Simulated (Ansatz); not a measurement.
# Decaying states in the gap of K2LiCl3

Wanted: the relaxed cell of K2LiCl3, its band edges and its decay constants. It is built by putting Li for Na in the K2NaCl3 structure of space group P-3m1, with the volume rescaled by atomic radii. The parent structure comes from the Materials Project.

Calculated with Ansatz 0.2.0; r2SCAN DFT, plane waves, PAW files, in the first sound run; inputs show where later runs differ.

This is a report of a sequence of runs, with most program output left out.

The structure was built from a prototype and need not be the compound's stable phase.

## Step 1: Set-up

The structure is trigonal, space group P-3m1 (No. 164). The conventional cell has a = 4.165 Å, b = 4.165 Å, c = 10.300 Å, α = 90.00°, β = 90.00°, γ = 120.00°. Nearest to K lie 6 Cl at 3.02 to 3.03 Å. Nearest to Li lie 6 Cl at 2.82 Å. Nearest to Cl lie 3 Li at 2.82 Å and 3 K at 3.02 Å. Nearest to Cl lie 6 K at 3.03 Å. It derives from K2NaCl3. Li for Na in the K2NaCl3 structure of space group P-3m1. Farther neighbours and most contacts between anions are not listed.

## Step 2: Cell and atoms at rest

The substituted atoms don't fit the parent's cell, so cell and atoms relax together. A small smearing keeps the run stable in case the gap closes on the way.

Contents of input.yaml:

```yaml
crystal:
  lattice:
    - [4.164688494, 0.0, 0.0]
    - [-2.082344247, 3.6067260347, 0.0]
    - [0.0, 0.0, 10.3003852635]
  atoms:
    - { symbol: K, position: [0.3333333333, 0.6666666667, 0.67902339] }
    - { symbol: K, position: [0.6666666667, 0.3333333333, 0.32097661] }
    - { symbol: Li, position: [0.0, 0.0, 0.0] }
    - { symbol: Cl, position: [0.3333333333, 0.6666666667, 0.1429916] }
    - { symbol: Cl, position: [0.6666666667, 0.3333333333, 0.8570084] }
    - { symbol: Cl, position: [0.0, 0.0, 0.5] }
kpoints:
  mp_grid: { grid: [6, 6, 2] }
scf:
  occupations: { method: gaussian, width: 0.03 }
hamiltonian:
  xc: r2scan
output:
  forces: true
  stress: true
relax:
  f_tol: 0.02
  max_steps: 60
  cell: {}
```

Launch:

```sh
$ ansatz run input.yaml --threads 2 --pin off --max-ram 4096MiB --backend cpu --events-out ev --progress --plain --runs-dir out
```

Wall time 22 s (2 threads of Intel Xeon Platinum 8175M at 2.50GHz (Skylake/Cascade Lake), shared host); peak memory 0.86 GiB; 43 s of CPU time.

Step by step:

| step | energy less that of the first step (eV) | largest force component (eV/Å) | pressure (GPa) | volume (Å³) |
| --- | --- | --- | --- | --- |
| 1 | 0.0000 | 0.4195 | 0.60 | 154.72 |
| 2 | -0.0482 | 0.2136 | 0.14 | 154.83 |
| 3 | -0.0646 | 0.0142 | 0.06 | 155.68 |
| 4 | -0.0661 | 0.0099 | 0.01 | 155.87 |
| 5 | -0.0663 | 0.0006 | -0.01 | 155.87 |
| 6* | -0.0664 | 0.0007 | -0.02 | 155.87 |

Relaxation steps marked * repeat the geometry before them on a plane-wave basis chosen anew for their cell, so energy and pressure can jump there.

The run keeps the 12 symmetry operations that it works with, so distortions that break them were not tested.

| conventional cell, symmetrised | before | after | change |
| --- | --- | --- | --- |
| a (Å) | 4.165 | 4.133 | -0.8 % |
| b (Å) | 4.165 | 4.133 | -0.8 % |
| c (Å) | 10.300 | 10.535 | +2.3 % |
| volume (Å³/atom) | 25.79 | 25.98 | +0.7 % |

The atoms that moved most (Å, as changes of fractional coordinates times the final cell):

| atom | dx | dy | dz | length |
| --- | --- | --- | --- | --- |
| Cl4 | 0.000 | 0.000 | -0.140 | 0.140 |
| Cl5 | 0.000 | 0.000 | 0.140 | 0.140 |
| K1 | 0.000 | 0.000 | 0.061 | 0.061 |
| K2 | 0.000 | 0.000 | -0.061 | 0.061 |

Final coordinates:

```cif
data_structure
_symmetry_space_group_name_H-M 'P 1'
_symmetry_Int_Tables_number 1
_cell_length_a 4.1333
_cell_length_b 4.1333
_cell_length_c 10.5351
_cell_angle_alpha 90.000
_cell_angle_beta 90.000
_cell_angle_gamma 120.000
_cell_volume 155.87
loop_
_atom_site_label
_atom_site_type_symbol
_atom_site_fract_x
_atom_site_fract_y
_atom_site_fract_z
_atom_site_occupancy
K1 K 0.33333 0.66667 0.68483 1
K2 K 0.66667 0.33333 0.31517 1
Li3 Li 0.00000 0.00000 0.00000 1
Cl4 Cl 0.33333 0.66667 0.12973 1
Cl5 Cl 0.66667 0.33333 0.87027 1
Cl6 Cl 0.00000 0.00000 0.50000 1
```

This step gave:

```yaml
free_energy: -6553.3858 eV
fermi_energy: 3.790 eV
pressure: -0.01553 GPa
```

The largest force component on a free atom ends at 6.7e-4 eV/Å.

## Step 3: The bulk crystal and its band edges

The energy window and the wavevectors of the next steps follow from the band edges, so these are searched first, off the mesh as well.

Contents of input.yaml:

```yaml
crystal:
  lattice:
    - [4.1332859277, 0.0, 0.0]
    - [-2.0666429638, 3.5795306145, 0.0]
    - [0.0, 0.0, 10.5350849794]
  atoms:
    - { symbol: K, position: [0.3333333333, 0.6666666667, 0.6848287943] }
    - { symbol: K, position: [0.6666666667, 0.3333333333, 0.3151712057] }
    - { symbol: Li, position: [0.0, 0.0, 0.0] }
    - { symbol: Cl, position: [0.3333333333, 0.6666666667, 0.1297295142] }
    - { symbol: Cl, position: [0.6666666667, 0.3333333333, 0.8702704858] }
    - { symbol: Cl, position: [0.0, 0.0, 0.5] }
kpoints:
  mp_grid: { grid: [6, 6, 4] }
  band_path: { path: [VBM, CBM], npoints: 30 }
scf:
  occupations: { method: fixed }
hamiltonian:
  xc: r2scan
output:
  eigenvalues: true
  write_potential: true
  write_density: true
  volumetric_format: npy
```

The job ended after 14 s (2 threads; peak memory 0.73 GiB; 28 s of CPU time).

This step gave:

```
Fermi energy        : 0.8608 eV
gap on the k-mesh   : 5.859 eV
gap on path         : 5.859 eV, by band count; negative where bands overlap
direct gap on path  : 5.859 eV
edge places on path : 0, 0 1/A along the path
```

Levels at VBM (eV): -1.38, -1.12, -0.34, -0.34, -0.26, -0.26, -0.06, -0.06, 0.00, 5.86, 7.26, 7.90.

The searched edges give 5.86 eV, as on the mesh.

## Step 4: Decaying states in the gap

This step: r2SCAN DFT, plane waves, PAW files; complex bands by layer matching along the plane's normal (Ansatz 0.2.0).

The same crystal is laid in a cell whose first two vectors span the (001) plane (indices of the standard conventional cell, whose axes can be ordered otherwise than in the bulk input). At fixed energy and wavevector in the plane the solver finds all kz, real and complex. A few wavevectors are listed, (0, 0) and (0.5, 0) in units of the plane's reciprocal vectors; the slowest state needn't be among them.

Contents of input.yaml:

```yaml
crystal:
  lattice:
    - [4.133285928, 0.0, 0.0]
    - [2.066642964, 3.579530614, 0.0]
    - [0.0, 0.0, 10.535084979]
  atoms:
    - { symbol: K, position: [0.6666666667, 0.6666666667, 0.6848287943] }
    - { symbol: K, position: [0.3333333333, 0.3333333333, 0.3151712057] }
    - { symbol: Li, position: [0.0, 0.0, 0.0] }
    - { symbol: Cl, position: [0.6666666667, 0.6666666667, 0.1297295142] }
    - { symbol: Cl, position: [0.3333333333, 0.3333333333, 0.8702704858] }
    - { symbol: Cl, position: [0.0, 0.0, 0.5] }
kpoints:
  mp_grid: { grid: [6, 6, 2] }
scf:
  occupations: { method: fixed }
hamiltonian:
  xc: r2scan
output:
  eigenvalues: true
  transmission:
    leads: [[0, 0]]
    kpoints: [[0.0, 0.0], [0.5, 0.0]]
    e_range: [-1.0, 6.86]
    de: 0.2
```

The job ended after 16 s (2 threads; peak memory 0.88 GiB; 31 s of CPU time).

This step gave:

| Item | Value |
| --- | --- |
| level to which the leads are filled | 2.930 eV from the Fermi level |
| decay constant at the filling level, zone centre | 0.4281 Å⁻¹ |
| decay constant at the filling level, slowest listed point | 0.4281 Å⁻¹ |

K parallel (0, 0); values up to 1.5 1/Å, a degenerate pair printed once or twice; energies at which all values exceed this have no row. Table of Im kz of the slowest decaying states by energy, zero at the highest filled level on the SCF mesh:

| energy (eV) | decay 1 (Å⁻¹) | decay 2 (Å⁻¹) | decay 3 (Å⁻¹) | decay 4 (Å⁻¹) |
| --- | --- | --- | --- | --- |
| -1.00 | 0.695 | 1.33 | 1.35 | 1.41 |
| -0.60 | 0.105 | 0.461 | 1.31 | 1.32 |
| -0.20 | 1.30 | 1.30 | 1.35 | - |
| 0.00 | 0.00559 | 0.242 | 1.28 | 1.29 |
| 0.20 | 0.195 | 0.455 | 1.27 | 1.28 |
| 0.60 | 0.305 | 0.634 | 1.24 | 1.26 |
| 1.00 | 0.362 | 0.729 | 1.21 | 1.24 |
| 1.40 | 0.397 | 0.789 | 1.18 | 1.22 |
| 1.80 | 0.418 | 0.829 | 1.15 | 1.18 |
| 2.20 | 0.430 | 0.857 | 1.11 | 1.15 |
| 2.60 | 0.432 | 0.874 | 1.08 | 1.11 |
| 3.00 | 0.428 | 0.883 | 1.05 | 1.08 |
| 3.20 | 0.423 | 0.885 | 1.03 | 1.06 |
| 3.60 | 0.409 | 0.884 | 0.991 | 1.03 |
| 4.00 | 0.387 | 0.877 | 0.953 | 0.995 |
| 4.40 | 0.357 | 0.865 | 0.913 | 0.961 |
| 4.80 | 0.316 | 0.848 | 0.871 | 0.927 |
| 5.20 | 0.259 | 0.826 | 0.827 | 0.891 |
| 5.60 | 0.169 | 0.778 | 0.801 | 0.854 |
| 6.00 | 0.724 | 0.772 | 0.815 | 0.925 |
| 6.40 | 0.662 | 0.738 | 0.774 | 0.883 |
| 6.80 | 0.585 | 0.699 | 0.729 | 0.834 |

K parallel (0.5, 0); values up to 1.5 1/Å, a degenerate pair printed once or twice; energies at which all values exceed this have no row. Im kz of the slowest decaying states against energy, zero at the highest filled level on the SCF mesh:

| energy (eV) | decay 1 (Å⁻¹) | decay 2 (Å⁻¹) | decay 3 (Å⁻¹) | decay 4 (Å⁻¹) |
| --- | --- | --- | --- | --- |
| -1.00 | 0.184 | 0.524 | 0.764 | 1.21 |
| -0.60 | 0.0987 | 0.305 | 0.710 | 1.12 |
| -0.40 | 0.0892 | 0.651 | 1.10 | 1.42 |
| 0.00 | 0.361 | 0.431 | 0.666 | 1.09 |
| 0.20 | 0.412 | 0.552 | 0.719 | 1.08 |
| 0.60 | 0.481 | 0.686 | 0.765 | 1.06 |
| 0.80 | 0.506 | 0.731 | 0.777 | 1.05 |
| 1.20 | 0.543 | 0.789 | 0.797 | 1.03 |
| 1.40 | 0.557 | 0.792 | 0.822 | 1.02 |
| 1.80 | 0.577 | 0.793 | 0.862 | 0.992 |
| 2.20 | 0.589 | 0.788 | 0.892 | 0.966 |
| 2.40 | 0.593 | 0.785 | 0.903 | 0.953 |
| 2.80 | 0.596 | 0.774 | 0.921 | 0.926 |
| 3.00 | 0.595 | 0.768 | 0.911 | 0.928 |
| 3.40 | 0.590 | 0.753 | 0.882 | 0.938 |
| 3.60 | 0.585 | 0.744 | 0.868 | 0.941 |
| 4.00 | 0.572 | 0.724 | 0.837 | 0.944 |
| 4.40 | 0.553 | 0.701 | 0.806 | 0.943 |
| 4.60 | 0.542 | 0.688 | 0.789 | 0.941 |
| 5.00 | 0.513 | 0.660 | 0.756 | 0.934 |
| 5.20 | 0.497 | 0.644 | 0.739 | 0.929 |
| 5.60 | 0.456 | 0.608 | 0.703 | 0.916 |
| 5.80 | 0.431 | 0.588 | 0.685 | 0.908 |
| 6.20 | 0.370 | 0.542 | 0.646 | 0.890 |
| 6.40 | 0.330 | 0.515 | 0.626 | 0.879 |
| 6.80 | 0.202 | 0.450 | 0.584 | 0.855 |

At the listed wavevectors the last open channel is at -0.20 eV and the next at +6.00 eV on the grid. At +3.00 eV, the grid energy nearest the filling level (the middle of the gap on the SCF mesh), the slowest state at the listed wavevectors decays with κ = 0.428 Å⁻¹, its amplitude falling by e over 2.3 Å. Through 1 nm of this crystal that state's transmission falls by exp(−2 × 0.428 Å⁻¹ × 10 Å) = 1.9e-4.

## Step 5: Decay over the two-dimensional zone

The listed points could miss the slowest state, so one energy near mid-gap is solved on a mesh of 12×12.

Edit input.yaml of step 4 so:

```diff
@@ -20,6 +20,2 @@
   eigenvalues: true
-  transmission:
-    leads: [[0, 0]]
-    kpoints: [[0.0, 0.0], [0.5, 0.0]]
-    e_range: [-1.0, 6.86]
-    de: 0.2
+  transmission: { leads: [[0, 0]], kmesh: [12, 12], e_range: [2.93, 2.94], de: 0.05 }
```

It took 17 s on 2 threads; peak memory 0.96 GiB.

Numbers from this step:

* least decay constant on the mesh: 0.4293 Å⁻¹

Slowest decay constant (1/Å; 0 where a channel is open) over k1 and k2. At 2.9300 eV from the Fermi level.

Values, 12 rows by 12 columns:
```
0.609 0.641 0.714 0.714 0.641 0.609 0.605 0.625 0.668 0.668 0.625 0.605
0.654 0.714 0.815 0.714 0.654 0.625 0.620 0.632 0.650 0.632 0.620 0.625
0.742 0.714 0.714 0.742 0.668 0.632 0.640 0.641 0.641 0.640 0.632 0.668
0.654 0.641 0.654 0.668 0.650 0.641 0.609 0.564 0.609 0.641 0.650 0.668
0.609 0.609 0.625 0.632 0.641 0.564 0.465 0.465 0.564 0.641 0.632 0.625
0.596 0.605 0.620 0.640 0.609 0.465 0.429 0.465 0.609 0.640 0.620 0.605
0.609 0.625 0.632 0.641 0.564 0.465 0.465 0.564 0.641 0.632 0.625 0.609
0.654 0.668 0.650 0.641 0.609 0.564 0.609 0.641 0.650 0.668 0.654 0.641
0.742 0.668 0.632 0.640 0.641 0.641 0.640 0.632 0.668 0.742 0.714 0.714
0.654 0.625 0.620 0.632 0.650 0.632 0.620 0.625 0.654 0.714 0.815 0.714
0.609 0.605 0.625 0.668 0.668 0.625 0.605 0.609 0.641 0.714 0.714 0.641
0.596 0.609 0.654 0.742 0.654 0.609 0.596 0.609 0.654 0.742 0.654 0.609
```
Columns: k1 (b1) from -0.5 to 0.417; rows upwards: k2 (b2) from -0.5 to 0.417.

The least value on the mesh is 0.429 Å⁻¹ at +2.93 eV. At that energy the listed points give about 0.429 Å⁻¹ by interpolation, so the mesh holds no clearly slower state.

## Step 6: Band edges at another level, cutoff 420 eV

This step: PBE DFT, plane waves, PAW files (Ansatz 0.2.0).

The edges again with PBE, at the same atoms. Against that run the cutoff is 420 eV against 500.

Contents of input.yaml:

```yaml
crystal:
  lattice:
    - [4.1332859277, 0.0, 0.0]
    - [-2.0666429638, 3.5795306145, 0.0]
    - [0.0, 0.0, 10.5350849794]
  atoms:
    - { symbol: K, position: [0.3333333333, 0.6666666667, 0.6848287943] }
    - { symbol: K, position: [0.6666666667, 0.3333333333, 0.3151712057] }
    - { symbol: Li, position: [0.0, 0.0, 0.0] }
    - { symbol: Cl, position: [0.3333333333, 0.6666666667, 0.1297295142] }
    - { symbol: Cl, position: [0.6666666667, 0.3333333333, 0.8702704858] }
    - { symbol: Cl, position: [0.0, 0.0, 0.5] }
kpoints:
  mp_grid: { grid: [6, 6, 4] }
  band_path: { path: [VBM, CBM], npoints: 30 }
scf:
  occupations: { method: fixed }
hamiltonian:
  xc: pbe
output:
  eigenvalues: true
```

Run time: 7.5 s. Hardware: 2 threads; peak memory 0.47 GiB.

This step gave:

```
free energy        : -6529.9099 eV
Fermi energy       : 1.257 eV
gap on the k-mesh  : 5.202 eV
gap on path        : 5.202 eV, by band count; negative where bands overlap
direct gap on path : 5.202 eV
```

Levels at VBM (eV): -1.37, -1.11, -0.32, -0.32, -0.25, -0.25, -0.05, -0.05, 0.00, 5.20, 6.59, 7.23, 7.60, 7.75.

The searched edges give 5.20 eV, as on the mesh.

Between step 3 and this run (PBE and cutoff 420 eV) the value for the gap on the k-mesh moves from 5.86 eV to 5.20 eV.

## Step 7: Complex bands at another level, cutoff 420 eV

This step: PBE DFT, plane waves, PAW files; complex bands by layer matching along the plane's normal (Ansatz 0.2.0).

The complex bands at that level, over its own gap, at (0, 0) and (0.5, 0).

Contents of input.yaml:

```yaml
crystal:
  lattice:
    - [4.133285928, 0.0, 0.0]
    - [2.066642964, 3.579530614, 0.0]
    - [0.0, 0.0, 10.535084979]
  atoms:
    - { symbol: K, position: [0.6666666667, 0.6666666667, 0.6848287943] }
    - { symbol: K, position: [0.3333333333, 0.3333333333, 0.3151712057] }
    - { symbol: Li, position: [0.0, 0.0, 0.0] }
    - { symbol: Cl, position: [0.6666666667, 0.6666666667, 0.1297295142] }
    - { symbol: Cl, position: [0.3333333333, 0.3333333333, 0.8702704858] }
    - { symbol: Cl, position: [0.0, 0.0, 0.5] }
kpoints:
  mp_grid: { grid: [6, 6, 2] }
scf:
  occupations: { method: fixed }
hamiltonian:
  xc: pbe
output:
  eigenvalues: true
  transmission:
    leads: [[0, 0]]
    kpoints: [[0.0, 0.0], [0.5, 0.0]]
    e_range: [-1.0, 6.2]
    de: 0.18
```

Elapsed: 15 s, on 2 threads; peak memory 0.55 GiB; 20 s of CPU time.

This step gave:

- level to which the leads are filled: 2.601 eV from the Fermi level
- decay constant at the filling level, zone centre: 0.4041 Å⁻¹
- decay constant at the filling level, slowest listed point: 0.4041 Å⁻¹

K parallel (0, 0); values up to 1.5 1/Å, a degenerate pair printed once or twice; energies at which all values exceed this have no row. The Im kz of the slowest decaying states by energy, zero at the highest filled level on the SCF mesh:

| energy (eV) | decay 1 (Å⁻¹) | decay 2 (Å⁻¹) | decay 3 (Å⁻¹) | decay 4 (Å⁻¹) |
| --- | --- | --- | --- | --- |
| -1.00 | 0.704 | 1.30 | 1.33 | 1.38 |
| -0.46 | 0.111 | 0.321 | 1.28 | 1.30 |
| 0.08 | 0.126 | 0.343 | 1.25 | 1.26 |
| 0.62 | 0.300 | 0.638 | 1.22 | 1.23 |
| 0.98 | 0.349 | 0.723 | 1.19 | 1.21 |
| 1.52 | 0.389 | 0.800 | 1.15 | 1.17 |
| 2.06 | 0.405 | 0.844 | 1.10 | 1.12 |
| 2.60 | 0.404 | 0.867 | 1.05 | 1.07 |
| 3.14 | 0.388 | 0.874 | 1.00 | 1.02 |
| 3.68 | 0.355 | 0.867 | 0.949 | 0.969 |
| 4.22 | 0.302 | 0.848 | 0.893 | 0.920 |
| 4.58 | 0.250 | 0.831 | 0.853 | 0.887 |
| 5.12 | 0.0959 | 0.787 | 0.797 | 0.835 |
| 5.66 | 0.710 | 0.754 | 0.779 | 0.884 |
| 6.20 | 0.612 | 0.703 | 0.717 | 0.815 |

(Continued in part 2 of 2.)

[Logs are printed without paths, hosts, clocks, repeated set-up lines and the standing remarks that a program may print on its own settings, such as how far it seeks lower states.]

[Hosts, paths, dates, database ids (printed as entryN), source tags and the programs' standing remarks are cut or masked in the printed files.]
